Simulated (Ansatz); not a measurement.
# N on Mo(110): change of the work function, part 2 of 3

Aim: the work function of Mo(110) at several coverages of N (hollow site), and the dipole that each adsorbate carries.

Ansatz 0.2.0; plane-wave DFT, PBE, Ansatz PAW.

So far, work function, upper face (eV): step 2 (the clean slab) 4.60.

## 3. The covered slab, k-mesh 6×6×1, coverage 0.25 ML

System of this step: Mo16N (N/Mo(110)). The cell holds 17 atoms: 16 Mo and 1 N. Its edges and angles: a = 5.456 Å, b = 5.456 Å, c = 26.377 Å, α = 90.0°, β = 90.0°, γ = 70.5°. Vacuum lies along c.

The clean slab as it ended is repeated in the plane and the adsorbate is set on one face; the cell's size fixes the coverage, and the k-mesh shrinks with it to keep the sampling density about even. Adsorbate and upper layers relax, since the dipole depends on the height.

input.yaml reads:

```yaml
crystal:
  lattice:
    - [4.4547727214, -3.15, 0.0]
    - [4.4547727214, 3.15, 0.0]
    - [0.0, 0.0, 26.3772172223]
  atoms:
    - { symbol: Mo, position: [0.0, 0.0, 0.3412035441] }
    - { symbol: Mo, position: [0.25, 0.25, 0.425647113] }
    - { symbol: Mo, position: [0.0, 0.0, 0.5109335837] }
    - { symbol: Mo, position: [0.25, 0.25, 0.5922974257] }
    - { symbol: Mo, position: [0.0, 0.5, 0.3412035441] }
    - { symbol: Mo, position: [0.25, 0.75, 0.425647113] }
    - { symbol: Mo, position: [0.0, 0.5, 0.5109335837] }
    - { symbol: Mo, position: [0.25, 0.75, 0.5922974257] }
    - { symbol: Mo, position: [0.5, 0.0, 0.3412035441] }
    - { symbol: Mo, position: [0.75, 0.25, 0.425647113] }
    - { symbol: Mo, position: [0.5, 0.0, 0.5109335837] }
    - { symbol: Mo, position: [0.75, 0.25, 0.5922974257] }
    - { symbol: Mo, position: [0.5, 0.5, 0.3412035441] }
    - { symbol: Mo, position: [0.75, 0.75, 0.425647113] }
    - { symbol: Mo, position: [0.5, 0.5, 0.5109335837] }
    - { symbol: Mo, position: [0.75, 0.75, 0.5922974257] }
    - { symbol: "N", position: [0.42, 0.42, 0.6587964559] }
kpoints:
  mp_grid: { grid: [6, 6, 1] }
hamiltonian:
  xc: pbe
scf:
  occupations: { method: fermi_dirac, width: 0.1 }
  convergence: { dr2_threshold: 1.0e-08 }
efield:
  axis: 3
  dipole_correction: true
  ramp_position: 0.97
  ramp_width: 0.06
relax:
  f_tol: 0.02
  max_steps: 60
  constraints: [{ sites: [0, 1, 4, 5, 8, 9, 12, 13] }]
output:
  dos: { projected: true, e_range: [-8, 4] }
  write_potential: true
  write_density: true
  volumetric_format: npy
  elf: true
```

Command:

```sh
$ ansatz run input.yaml --threads 4 --pin off --max-ram 6144MiB --backend cpu --events-out ev --progress --plain --runs-dir out
```

Numbers of over 12 decimals in the logs are rounded to 6 here.

Log:

```text
[...]
Crystal: 17 atoms, lattice volume = 740.278 Å³
Basis set: ecut = 420 eV, 14481 PW (Γ), exchange–correlation on 80×80×360 points (8 copies of the dense FFT grid, shifted against one another)
Bands: 138, of which v1, the nominal top of the filled ones, is band 115 counted from 1 (114 counted from 0)
Symmetry: 2 space group operations
[...]
k-points: 13 of 36 (time reversal used)
[...]
SCF iter   1: F=—  HF=-79669.966539 eV  |F-HF|=—  |Δ(HF+E_count)|=         —  Δρ=4.78e-3  dr2=9.12e-1  ethr=1.77e-3  p=-0.154 e·Å  D=-3.77e-2 V/Å  ΔV_dip=0.99 eV  dr2_dipole=1.06e-1  V_vac-E_F(+/−)=5.80/4.80 eV  ⟨swp⟩=9.3  Hψ=9045  notcnv=0
[...]
SCF iter  10: F=-79669.939894 eV  HF=-79669.939894 eV  |F-HF|=1.82e-8  |Δ(HF+E_count)|=   5.17e-8  Δρ=5.27e-7  dr2=2.77e-9  ethr=4.37e-12  p=-0.216 e·Å  D=-5.28e-2 V/Å  ΔV_dip=1.39 eV  dr2_dipole=8.68e-11  V_vac-E_F(+/−)=6.04/4.65 eV  ⟨swp⟩=11.5  Hψ=13343  notcnv=0
SCF 1 converged in 10 iterations: F = -79669.939894 eV  dr2 = 2.77e-9
[...]
relax step   1: F+E_penalty+E_count = -79669.93989415 eV  Δ(F+E_penalty+E_count) = +0.000e0 eV  max|allowed force component| = 5.388e0 eV/Å  Δτ_max = 0.0000 Å  (10 SCF iters, accepted)
[...]
SCF iter  10: F=-79671.252532 eV  HF=-79671.252532 eV  |F-HF|=9.43e-9  |Δ(HF+E_count)|=   2.94e-8  Δρ=6.04e-7  dr2=5.30e-9  ethr=4.37e-12  p=-0.152 e·Å  D=-3.72e-2 V/Å  ΔV_dip=0.98 eV  dr2_dipole=5.86e-10  V_vac-E_F(+/−)=5.62/4.64 eV  ⟨swp⟩=11.8  Hψ=13343  notcnv=0
SCF 2 converged in 10 iterations: F = -79671.252532 eV  dr2 = 5.30e-9
relax step   2: F+E_penalty+E_count = -79671.25253248 eV  Δ(F+E_penalty+E_count) = -1.313e0 eV  max|allowed force component| = 4.300e0 eV/Å  Δτ_max = 0.1949 Å  (10 SCF iters, accepted)
SCF iter   1: F=—  HF=-79672.133933 eV  |F-HF|=—  |Δ(HF+E_count)|=         —  Δρ=6.78e-3  dr2=3.32e-1  ethr=2.40e-3  p=-0.152 e·Å  D=-3.72e-2 V/Å  ΔV_dip=0.98 eV  dr2_dipole=4.41e-3  V_vac-E_F(+/−)=5.62/4.64 eV  ⟨swp⟩=4.5  Hψ=3547  notcnv=0
[...]
SCF iter  10: F=-79672.042746 eV  HF=-79672.042746 eV  |F-HF|=8.98e-9  |Δ(HF+E_count)|=   2.63e-8  Δρ=5.71e-7  dr2=5.42e-9  ethr=4.37e-12  p=-0.083 e·Å  D=-2.02e-2 V/Å  ΔV_dip=0.53 eV  dr2_dipole=4.01e-10  V_vac-E_F(+/−)=5.16/4.63 eV  ⟨swp⟩=11.8  Hψ=13938  notcnv=0
SCF 3 converged in 10 iterations: F = -79672.042746 eV  dr2 = 5.42e-9
relax step   3: F+E_penalty+E_count = -79672.04274635 eV  Δ(F+E_penalty+E_count) = -7.902e-1 eV  max|allowed force component| = 1.904e0 eV/Å  Δτ_max = 0.1949 Å  (10 SCF iters, accepted)
[...]
relax step   4: F+E_penalty+E_count = -79672.32851934 eV  Δ(F+E_penalty+E_count) = -2.858e-1 eV  max|allowed force component| = 5.600e-1 eV/Å  Δτ_max = 0.1997 Å  (10 SCF iters, accepted)
[...]
relax step   5: F+E_penalty+E_count = -79672.33275118 eV  Δ(F+E_penalty+E_count) = -4.232e-3 eV  max|allowed force component| = 4.789e-1 eV/Å  Δτ_max = 0.1362 Å  (10 SCF iters, accepted)
[...]
relax step   6: F+E_penalty+E_count = -79672.36407981 eV  Δ(F+E_penalty+E_count) = -3.133e-2 eV  max|allowed force component| = 4.572e-1 eV/Å  Δτ_max = 0.2000 Å  (10 SCF iters, accepted)
[...]
relax step   7: F+E_penalty+E_count = -79672.39425819 eV  Δ(F+E_penalty+E_count) = -3.018e-2 eV  max|allowed force component| = 7.351e-2 eV/Å  Δτ_max = 0.0975 Å  (9 SCF iters, accepted)
[...]
relax step   8: F+E_penalty+E_count = -79672.39564831 eV  Δ(F+E_penalty+E_count) = -1.390e-3 eV  max|allowed force component| = 2.178e-2 eV/Å  Δτ_max = 0.0267 Å  (8 SCF iters, accepted)
[...]
relax step   9: F+E_penalty+E_count = -79672.39571206 eV  Δ(F+E_penalty+E_count) = -6.375e-5 eV  max|allowed force component| = 2.035e-2 eV/Å  Δτ_max = 0.0093 Å  (7 SCF iters, accepted)
SCF iter   1: F=—  HF=-79672.395568 eV  |F-HF|=—  |Δ(HF+E_count)|=         —  Δρ=8.96e-5  dr2=8.70e-5  ethr=2.74e-7  p=-0.047 e·Å  D=-1.15e-2 V/Å  ΔV_dip=0.30 eV  dr2_dipole=1.10e-5  V_vac-E_F(+/−)=4.92/4.62 eV  ⟨swp⟩=2.0  Hψ=2868  notcnv=0
[...]
SCF iter   6: F=-79672.395749 eV  HF=-79672.395749 eV  |F-HF|=8.76e-9  |Δ(HF+E_count)|=   3.16e-8  Δρ=4.76e-7  dr2=3.20e-9  ethr=4.37e-12  p=-0.047 e·Å  D=-1.15e-2 V/Å  ΔV_dip=0.30 eV  dr2_dipole=2.85e-10  V_vac-E_F(+/−)=4.92/4.62 eV  ⟨swp⟩=9.1  Hψ=11372  notcnv=0
SCF 10 converged in 6 iterations: F = -79672.395749 eV  dr2 = 3.20e-9
relax step  10: F+E_penalty+E_count = -79672.39574932 eV  Δ(F+E_penalty+E_count) = -3.726e-5 eV  max|allowed force component| = 1.989e-3 eV/Å  Δτ_max = 0.0018 Å  (6 SCF iters, accepted)
NSCF: frozen V_eff on 13 k-points
[...]
SCF converged after 6 iterations
Free energy (F): -79672.395749 eV
[...]
Internal energy: -79671.993688 eV  (E = F + TS)
E sigma→0 (E₀):  -79672.194719 eV
Entropy (-TS):   -0.402061 eV (-23.651 meV/atom)
Fermi energy:    4.172293 eV
Dipole field:    D = -0.011496 V/Å  (p = -0.047031 e·Å, saw-weighted, corrected)
Work function:   Φ+ = 4.9236 eV   Φ− = 4.6203 eV
[...]
--- Forces (eV/Å), atoms counted from 1 ---
  atom   1  Mo     0.00574606     0.00000000     0.49756047
  atom   2  Mo     0.15444269     0.00000000    -0.67826975
  atom   3  Mo    -0.00094057     0.00000000     0.00078379
  atom   4  Mo    -0.00198902     0.00000000     0.00001702
  atom   5  Mo     0.01285310    -0.02341790     0.65936783
  atom   6  Mo    -0.03264863     0.10334645    -0.38976686
  atom   7  Mo     0.00019597     0.00025594    -0.00017821
  atom   8  Mo     0.00141802     0.00032114    -0.00031014
  atom   9  Mo     0.01285310     0.02341790     0.65936783
  atom  10  Mo    -0.03264863    -0.10334645    -0.38976686
  atom  11  Mo     0.00019597    -0.00025594    -0.00017821
  atom  12  Mo     0.00141802    -0.00032114    -0.00031014
  atom  13  Mo     0.01409347     0.00000000     0.35339145
  atom  14  Mo    -0.13428464     0.00000000    -0.71194656
  atom  15  Mo     0.00090516     0.00000000     0.00019915
  atom  16  Mo    -0.00158969     0.00000000    -0.00044542
  atom  17  N     -0.00000966     0.00000000     0.00049039
  max |Σ_I F_I| component: 1.07e-5 eV/Å
--- Band table (eV; the first three rows and the last of 13) ---
  k-point 0: bands = [... 111 lower, 4.8067, 4.8635, 5.0572, 5.0948, 5.1554, 5.2975, 5.3449, 5.4559, ... 19 higher]
  k-point 1: bands = [... 111 lower, 4.4484, 4.6437, 4.7343, 4.8432, 4.8966, 5.0859, 5.1715, 5.2007, ... 19 higher]
  k-point 2: bands = [... 111 lower, 3.7725, 3.8701, 3.9439, 4.3861, 4.4690, 4.5965, 4.7263, 4.9061, ... 19 higher]
  k-point 12: bands = [... 111 lower, 3.3972, 3.4413, 3.4689, 3.5091, 3.5730, 3.7065, 3.8060, 4.0121, ... 19 higher]
--- Relaxed structure (10 steps of the walk, 10 accepted, 0 SCFs on fresh bases) ---
  F+E_penalty+E_count = -79672.39574932 eV   max|allowed force component| = 1.989e-3 eV/Å
  atoms:
    - { symbol: Mo, position: [0.0, 0.0, 0.3412035441] }
    - { symbol: Mo, position: [0.25, 0.25, 0.425647] }
    - { symbol: Mo, position: [0.00191942, 0.00191942, 0.508845] }
    - { symbol: Mo, position: [0.244695, 0.244695, 0.594382] }
    - { symbol: Mo, position: [0.0, 0.5, 0.3412035441] }
    - { symbol: Mo, position: [0.25, 0.75, 0.425647] }
    - { symbol: Mo, position: [0.000727144, 0.499911, 0.512052] }
    - { symbol: Mo, position: [0.249050, 0.750074, 0.595581] }
    - { symbol: Mo, position: [0.5, 0.0, 0.3412035441] }
    - { symbol: Mo, position: [0.75, 0.25, 0.425647] }
    - { symbol: Mo, position: [0.499911, 0.000727144, 0.512052] }
    - { symbol: Mo, position: [0.750074, 0.249050, 0.595581] }
    - { symbol: Mo, position: [0.5, 0.5, 0.3412035441] }
    - { symbol: Mo, position: [0.75, 0.75, 0.425647] }
    - { symbol: Mo, position: [0.499955, 0.499955, 0.510641] }
    - { symbol: Mo, position: [0.761912, 0.761912, 0.591614] }
    - { symbol: N, position: [0.454895, 0.454895, 0.636187] }
```

Elapsed: 5 min, on 4 threads of Intel Xeon Platinum 8259CL at 2.50GHz (Skylake/Cascade Lake), shared host; peak memory 2.9 GiB; 19 min of CPU time.

This run has no spin polarisation although its electron count is odd.

Relaxation path:

```
step  energy less that of the first step (eV)  largest force component (eV/Å)
   1                                   0.0000                          5.3881
   2                                  -1.3126                          4.3002
   3                                  -2.1029                          1.9036
   4                                  -2.3886                          0.5600
   5                                  -2.3929                          0.4789
   6                                  -2.4242                          0.4572
   7                                  -2.4544                          0.0735
   8                                  -2.4558                          0.0218
   9                                  -2.4558                          0.0203
  10                                  -2.4559                          0.0020
```

Forces are held to the 2 operations that the run works with; a distortion that breaks them can't arise in this run.

The atoms that moved most (Å):

```
atom      dx      dy      dz  length
 N17   0.311   0.000  -0.596   0.673
Mo16   0.106   0.000  -0.018   0.108
 Mo8  -0.004   0.003   0.087   0.087
Mo12  -0.004  -0.003   0.087   0.087
 Mo4  -0.047   0.000   0.055   0.073
 Mo3   0.017   0.000  -0.055   0.058
Mo11   0.003   0.003   0.030   0.030
 Mo7   0.003  -0.003   0.030   0.030
```

Final coordinates:

```xyz
17
Lattice="4.4548 -3.1500 0.0000 4.4548 3.1500 0.0000 0.0000 0.0000 26.3772" Properties=species:S:1:pos:R:3
Mo    0.0000    0.0000    9.0000
Mo    2.2274    0.0000   11.2274
Mo    0.0171    0.0000   13.4219
Mo    2.1801    0.0000   15.6781
Mo    2.2274    1.5750    9.0000
Mo    4.4548    1.5750   11.2274
Mo    2.2302    1.5724   13.5065
Mo    4.4509    1.5782   15.7098
Mo    2.2274   -1.5750    9.0000
Mo    4.4548   -1.5750   11.2274
Mo    2.2302   -1.5724   13.5065
Mo    4.4509   -1.5782   15.7098
Mo    4.4548    0.0000    9.0000
Mo    6.6822    0.0000   11.2274
Mo    4.4544    0.0000   13.4693
Mo    6.7883    0.0000   15.6051
N     4.0529    0.0000   16.7808
```

Numbers from this step:

```yaml
energy_at_zero_smearing: -79672.1947 eV
work_function_upper_face: 4.924 eV
work_function_lower_face: 4.620 eV
dipole_along_the_normal: -0.04703 e·Å
step_between_the_vacuum_levels: 0.3032 eV
```

Running mean over 2.227 Å of the planar mean; the ramp of the sawtooth is left out. Electron's electrostatic potential energy less the Fermi level against z:

```
z (Å)  electron's electrostatic potential energy less the Fermi level (eV)
  3.5                                                                 4.62
  4.0                                                                 4.62
  4.5                                                                 4.62
  5.0                                                                 4.61
  5.5                                                                 4.58
  6.0                                                                 4.48
  6.5                                                                 4.16
  7.0                                                                 3.14
  7.5                                                               -0.169
  8.0                                                                -6.01
  8.5                                                                -10.8
  9.0                                                                -12.4
  9.5                                                                -12.6
 10.0                                                                -12.7
 10.5                                                                -12.8
 11.0                                                                -12.8
 11.5                                                                -12.8
 12.0                                                                -12.7
 12.5                                                                -12.6
 13.0                                                                -12.7
 13.5                                                                -12.9
 14.0                                                                -13.0
 14.5                                                                -13.1
 15.0                                                                -13.0
 15.5                                                                -13.1
 16.0                                                                -12.7
 16.5                                                                -9.12
 17.0                                                                -3.08
 17.5                                                                 1.55
 18.0                                                                 3.75
 18.5                                                                 4.65
 19.0                                                                 4.86
 19.5                                                                 4.91
 20.0                                                                 4.92
 20.5                                                                 4.92
 21.0                                                                 4.92
 21.5                                                                 4.92
 22.0                                                                 4.92
 22.5                                                                 4.92
 23.0                                                                 4.92
```

The density of states has structure finer than the step of the table below, so its rows give means over 0.25 eV, whole bins alone (the curve runs from -8 to 1.53 eV). Peaks (eV: height): -2.920: 26.0, -2.860: 27.3, -2.710: 29.4, -2.290: 28.8, -1.800: 26.9, -1.560: 28.2, 1.380: 26.6.

The density of states by energy, zero at the Fermi level; means over each step:

energy (eV), density of states (states/eV a cell) and a bar:
```
    -7.00        0.0 
    -6.75        0.1 
    -6.50        0.9 #
    -6.25        1.0 #
    -6.00        1.2 #
    -5.75        1.5 ##
    -5.50        2.8 ###
    -5.25        7.8 #########
    -5.00       10.0 ############
    -4.75       17.8 ######################
    -4.50       20.7 #########################
    -4.25       17.8 #####################
    -4.00       17.1 #####################
    -3.75       22.4 ###########################
    -3.50       18.0 ######################
    -3.25       19.5 ########################
    -3.00       23.5 ############################
    -2.75       23.8 #############################
    -2.50       19.7 ########################
    -2.25       21.2 ##########################
    -2.00       20.1 ########################
    -1.75       23.7 #############################
    -1.50       22.9 ############################
    -1.25       19.4 #######################
    -1.00       16.7 ####################
    -0.75       14.0 #################
    -0.50       13.1 ################
    -0.25       11.5 ##############
     0.00       11.9 ##############
     0.25       16.5 ####################
     0.50       19.1 #######################
     0.75       19.8 ########################
     1.00       22.7 ###########################
     1.25       24.8 ##############################
```

Projected DOS per atom over height of the atomic layer and energy from the Fermi level. Layers: Mo4 Mo4 Mo4 Mo4 N from below.

Ten even steps from '0' (0.00 states/eV) to '9' (2.39 states/eV), each cell a mean:
```
56661
55550
63340
42230
42231
52241
73352
64551
54551
66551
47741
45541
56531
26535
14449
01126
00001
00000
00000
00000
00000
00000
```
Columns: height of the atomic layer (Å) from 9 to 16.8 (not evenly spaced); rows upwards: energy from the Fermi level (eV) from -7.96 to 1.45.

Electrostatic potential energy in the ca plane at fractional y = 0.000, with atoms of Mo within 0.2 Å of it. With pseudopotentials it is smooth inside the atoms' cores, unlike the true potential.

Values in eV, 8 rows by 16 columns, each cell a mean:
```
-43 -33   4   4 -18 -52  -3   4   6   8   9   9   9   9   9   9
 -3  -1   3   2   2  -5   4   1   5   8   9   9   9   9   9   9
-12  -7   3   2  -1 -17   1   1   5   8   9   9   9   9   9   9
-52 -41   4   4 -19 -63 -10   4   7   8   9   9   9   9   9   9
-43 -33   4   4 -14 -54  -6   4   6   8   9   9   9   9   9   9
 -3  -1   3   2   2  -6   3   1   5   8   9   9   9   9   9   9
-12  -7   3   2  -3 -17   3   2   5   8   9   9   9   9   9   9
-52 -41   4   4 -25 -62  -6   4   7   8   9   9   9   9   9   9
```
Columns run along c (16.0 Å, from fractional 0.31 to 0.92 of the cell; values clipped at the 3rd and 97th percentile), rows up along a (5.5 Å). Atoms in or near the plane, at fractional coordinates: Mo at (0.34, 0.00), Mo at (0.51, 0.00), Mo at (0.34, 0.50), Mo at (0.51, 0.50).

ELF in the ca plane at fractional y = 0.000, with atoms of Mo within 0.2 Å of it. It is the smooth field of the valence electrons, not physical close to the nuclei.

Ten even steps from '0' (0.00) to '9' (0.72), each cell a mean:
```
89897355455369898345456654210000000000000000
48984454345437984355455654210000000000000000
34543554345533443555455553200000000000000000
54434654445654334654455543100000000000000000
34543554445533443454445542100000000000000000
48984354345436995344344542100000000000000000
89897355455359889445445542100000000000000000
99588355455369679445555542100000000000000000
69995354445348997345445543100000000000000000
36753454345434663354445553200000000000000000
44434554445654434664455553210000000000000000
44434554445644434664456654210000000000000000
36753454345435763454456654210000000000000000
69996354445359997345456654210000000000000000
99588355455379589445556654210000000000000000
```
Columns run along c (16.0 Å, from fractional 0.31 to 0.92 of the cell), rows up along a (5.5 Å). Atoms in or near the plane, at fractional coordinates: Mo at (0.34, 0.00), Mo at (0.51, 0.00), Mo at (0.34, 0.50), Mo at (0.51, 0.50).

Valence density in the ca plane at fractional y = 0.000, with atoms of Mo within 0.2 Å of it. It is the smooth field of the valence electrons, not physical close to the nuclei.

Ten steps, logarithmic in the rise over the least value, from '0' (0.0 e/Å³) to '9' (6.5 e/Å³), each cell a mean:
```
79997433333469997433333210000000000000000000
57875333333357875433333210000000000000000000
35554333333334554333443210000000000000000000
34443333433333443334443210000000000000000000
35554333333334554334443210000000000000000000
57875433333347886433333210000000000000000000
79997433333368998533332210000000000000000000
79997433333469998543332210000000000000000000
68986433333358997533333210000000000000000000
46764333333345665433433210000000000000000000
34443333433334443333443210000000000000000000
34443333433334443333443210000000000000000000
46764333333346765333343210000000000000000000
68986433333468997433333210000000000000000000
79997433333479998533333210000000000000000000
```
Columns run along c (16.0 Å, from fractional 0.31 to 0.92 of the cell), rows up along a (5.5 Å). Atoms in or near the plane, at fractional coordinates: Mo at (0.34, 0.00), Mo at (0.51, 0.00), Mo at (0.34, 0.50), Mo at (0.51, 0.50).

The relaxation took 10 steps and lowered the energy by 2.5 eV; the largest force on the free atoms ends at 0.0020 eV/Å.

By hand: a sheet of dipoles makes a step −p/(ε₀A) in the electron's potential. With e/ε₀ = 180.95 V·Å, p = -0.04703 e·Å and A = 28.07 Å², that is −180.95 × (-0.04703) / 28.07 = +0.303 eV, and the two vacuum levels of the run differ by +0.303 eV.

The covered face has 4.92 eV, +0.33 eV against the clean one; the bare back face has moved by -0.08 eV, a measure of how thin the slab is.

[end of part 2 of 3]

[Logs are printed without paths, hosts, clocks, repeated set-up lines and the standing remarks that a program may print on its own settings, such as how far it seeks lower states.]

[Hosts, paths, dates, database ids (printed as entryN), source tags and the programs' standing remarks are cut or masked in the printed files.]

[Maps of the electrostatic potential energy from Ansatz leave out the sawtooth potential of an applied field or a dipole correction, so their vacuum need not be flat; planar profiles and work functions include it.]

[The density of states shown here was stored with 400 of the rows of the run's finer table, so its peaks can read low, often by over a quarter, or be missed, and its means over a window can be off by a tenth or more.]
